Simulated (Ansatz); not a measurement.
## Kohn anomalies in HgPd (P4/mmm)

Wanted: frequencies of HgPd (P4/mmm) solved wavevector by wavevector at several smearings. The first relaxation steps of the session are not shown, so no cell shown is the starting entry, unless a step says so.

Calculated with Ansatz 0.2.0; DFT PBEsol, scalar-relativistic, plane waves, PAW.

Most raw output is cut from this account.

**1. The cell after earlier relaxation steps**

Symmetry: P4/mmm, No. 123, tetragonal system. The conventional cell has a = 3.008 Å, b = 3.008 Å, c = 3.746 Å, α = 90.00°, β = 90.00°, γ = 90.00°. Nearest to Hg lie 8 Pd at 2.83 Å and 4 Hg at 3.01 Å. Nearest to Pd lie 8 Hg at 2.83 Å and 4 Pd at 3.01 Å. Farther neighbours are not listed.

**2. Tight relaxation**

Residual forces and stress shift phonon frequencies, so the cell is relaxed again, with tight thresholds and the mesh and smearing of this input. Earlier relaxation steps are not shown.

Contents of input.yaml:

```yaml
crystal:
  lattice:
    - [3.0083474181, 0.0, 0.0]
    - [0.0, 3.0083474181, 0.0]
    - [0.0, 0.0, 3.7463237497]
  atoms:
    - { symbol: Hg, position: [0.0, 0.0, 0.0] }
    - { symbol: Pd, position: [0.5, 0.5, 0.5] }
kpoints:
  mp_grid: { grid: [10, 10, 8] }
hamiltonian:
  xc: pbesol
scf:
  occupations: { method: methfessel_paxton, width: 0.2 }
output:
  forces: true
  stress: true
  eigenvalues: true
relax:
  adjacent_minimum: "off"
  f_tol: 0.001
  max_steps: 60
  cell: { stress_tol: 0.01 }
```

Started as:

```console
$ ansatz run input.yaml --threads 4 --pin off --max-ram 8192MiB --backend cpu --events-out ev --progress --plain --runs-dir out
```

Wall time 4.4 s (4 threads of Arm Neoverse V2, shared host); peak memory 0.39 GiB.

Little changed from the start: no atom moved by 0.005 Å and no cell edge by 0.1 %.

Numbers from this step:

| Quantity | Value |
| --- | --- |
| pressure | -6.16e-4 GPa |
| volume per atom | 16.95 Å³ |
| metallic on mesh | yes |
| gap on the k-mesh | 0 eV |

The largest force is now zero by symmetry and the largest stress component 0.0047 GPa, small enough for phonons.

**3. Phonons along a line: Fermi–Dirac smearing of 0.1 eV**

The smearing blurs the Fermi surface that screens the phonons; a Fermi–Dirac width is an electronic temperature.

Contents of input.yaml:

```yaml
crystal:
  lattice:
    - [3.007269592, 0.0, 0.0]
    - [0.0, 3.007269592, 0.0]
    - [0.0, 0.0, 3.7482543299]
  atoms:
    - { symbol: Hg, position: [0.0, 0.0, 0.0] }
    - { symbol: Pd, position: [0.5, 0.5, 0.5] }
kpoints:
  mp_grid: { grid: [16, 16, 16] }
hamiltonian:
  xc: pbesol
scf:
  occupations: { method: fermi_dirac, width: 0.1 }
output:
  eigenvalues: true
phonons:
  method: dfpt
  qpoints:
    - [0, 0, 0]
    - [0.0, 0.0625, 0.0]
    - [0.0, 0.1875, 0.0]
    - [0.0, 0.3125, 0.0]
    - [0.0, 0.4375, 0.0]
```

The job ended after 8.5 min (4 threads; peak memory 2.4 GiB; 33 min of CPU time).

Each wavevector solved by linear response. Table of frequency by |q| along the line:

| \|q\| along the line (Å⁻¹) | mode 1 (cm⁻¹) | mode 2 (cm⁻¹) | mode 3 (cm⁻¹) | mode 4 (cm⁻¹) | mode 5 (cm⁻¹) | mode 6 (cm⁻¹) |
| --- | --- | --- | --- | --- | --- | --- |
| 0.000 | 0 | 0 | 0 | 124 | 124 | 167 |
| 0.131 | 10.5 | 13.9 | 25.0 | 124 | 125 | 166 |
| 0.392 | 31.4 | 41.1 | 70.3 | 118 | 133 | 158 |
| 0.653 | 50.9 | 66.2 | 106 | 108 | 141 | 143 |
| 0.914 | 66.2 | 87.2 | 97.1 | 125 | 128 | 142 |

**4. Phonons along a line: Fermi–Dirac smearing of 0.25 eV**

Changes to input.yaml since step 3:

```diff
@@ -13,3 +13,3 @@
 scf:
-  occupations: { method: fermi_dirac, width: 0.1 }
+  occupations: { method: fermi_dirac, width: 0.25 }
 output:
```

Wider smearing eases the sum over k-points of a metal but moves the result away from its zero-temperature value.

Elapsed: 8.6 min, on 4 threads; peak memory 2.5 GiB.

Each wavevector solved by linear response. Table of frequency by |q| along the line:

| \|q\| along the line (Å⁻¹) | mode 1 (cm⁻¹) | mode 2 (cm⁻¹) | mode 3 (cm⁻¹) | mode 4 (cm⁻¹) | mode 5 (cm⁻¹) | mode 6 (cm⁻¹) |
| --- | --- | --- | --- | --- | --- | --- |
| 0.000 | 0 | 0 | 0 | 125 | 125 | 167 |
| 0.131 | 10.6 | 13.9 | 24.5 | 124 | 125 | 166 |
| 0.392 | 31.5 | 41.0 | 69.8 | 118 | 132 | 158 |
| 0.653 | 50.9 | 65.9 | 105 | 108 | 140 | 142 |
| 0.914 | 66.4 | 87.0 | 96.7 | 124 | 127 | 142 |

Against step 3 (now smearing width 0.25 eV), the free energy moves by -25.6 meV an atom.

**5. Phonons along a line: Fermi–Dirac smearing of 0.04 eV**

Each wavevector is solved by itself, so no interpolation smooths a dip of the branch.

Changes to input.yaml since step 4:

```diff
@@ -13,3 +13,3 @@
 scf:
-  occupations: { method: fermi_dirac, width: 0.25 }
+  occupations: { method: fermi_dirac, width: 0.04 }
 output:
```

Narrower smearing comes nearer the zero-temperature value but asks more of the mesh.

Wall time 8.4 min (4 threads); peak memory 2.4 GiB; 32 min of CPU time.

Each wavevector solved by linear response. Frequency against |q| along the line:

| \|q\| along the line (Å⁻¹) | mode 1 (cm⁻¹) | mode 2 (cm⁻¹) | mode 3 (cm⁻¹) | mode 4 (cm⁻¹) | mode 5 (cm⁻¹) | mode 6 (cm⁻¹) |
| --- | --- | --- | --- | --- | --- | --- |
| 0.000 | 0 | 0 | 0 | 124 | 124 | 167 |
| 0.131 | 10.4 | 13.8 | 25.1 | 124 | 126 | 166 |
| 0.392 | 31.3 | 41.0 | 70.4 | 118 | 133 | 158 |
| 0.653 | 50.8 | 66.3 | 106 | 108 | 141 | 143 |
| 0.914 | 66.1 | 87.2 | 97.1 | 125 | 128 | 142 |

Against step 3 (now smearing width 0.04 eV), the free energy moves by +3.7 meV an atom.

**6. Smearing and the soft branch**

Table of lowest frequency by |q| along the line:

| \|q\| along the line (Å⁻¹) | fermi dirac 0.1 eV, k 16x16x16 (cm⁻¹) | fermi dirac 0.25 eV, k 16x16x16 (cm⁻¹) | fermi dirac 0.04 eV, k 16x16x16 (cm⁻¹) |
| --- | --- | --- | --- |
| 0.000 | 0 | 0 | 0 |
| 0.131 | 10.5 | 10.6 | 10.4 |
| 0.392 | 31.4 | 31.5 | 31.3 |
| 0.653 | 50.9 | 50.9 | 50.8 |
| 0.914 | 66.2 | 66.4 | 66.1 |

**7. Summary of results**

```yaml
phonon_run_of_the_rows_without_a_label_of_their_own: PBEsol, k 16×16×16
lowest_branch_at_the_last_solved_point_fermi_dirac_0p1_ev: 66.2 cm⁻¹ at |q| = 0.914 Å⁻¹
lowest_branch_at_the_last_solved_point_fermi_dirac_0p25_ev: 66.4 cm⁻¹ at |q| = 0.914 Å⁻¹
lowest_branch_at_the_last_solved_point_fermi_dirac_0p04_ev: 66.1 cm⁻¹ at |q| = 0.914 Å⁻¹
```

In words: No branch softens by more than 4 % of the top frequency as the smearing narrows, so no anomaly that hangs on the smearing shows at these points. The line holds 5 wavevectors, so a narrow dip between them would be missed. Between Fermi–Dirac 0.25 eV and Fermi–Dirac 0.04 eV the largest change, with modes counted by rank of frequency, is in mode 5 at |q| = 0.392 Å⁻¹, from 132 to 133 cm⁻¹; the branches hardly feel the smearing. Where branches cross, a count by rank can hide a softening. At the narrowest width the k mesh may not resolve the Fermi surface, so part of the change can be mesh noise. Spin–orbit coupling, left out here, matters for Hg.

[Logs are printed without paths, hosts, clocks, repeated set-up lines and the standing remarks that a program may print on its own settings, such as how far it seeks lower states.]

[Hosts, paths, dates, database ids (printed as entryN), source tags and the programs' standing remarks are cut or masked in the printed files.]
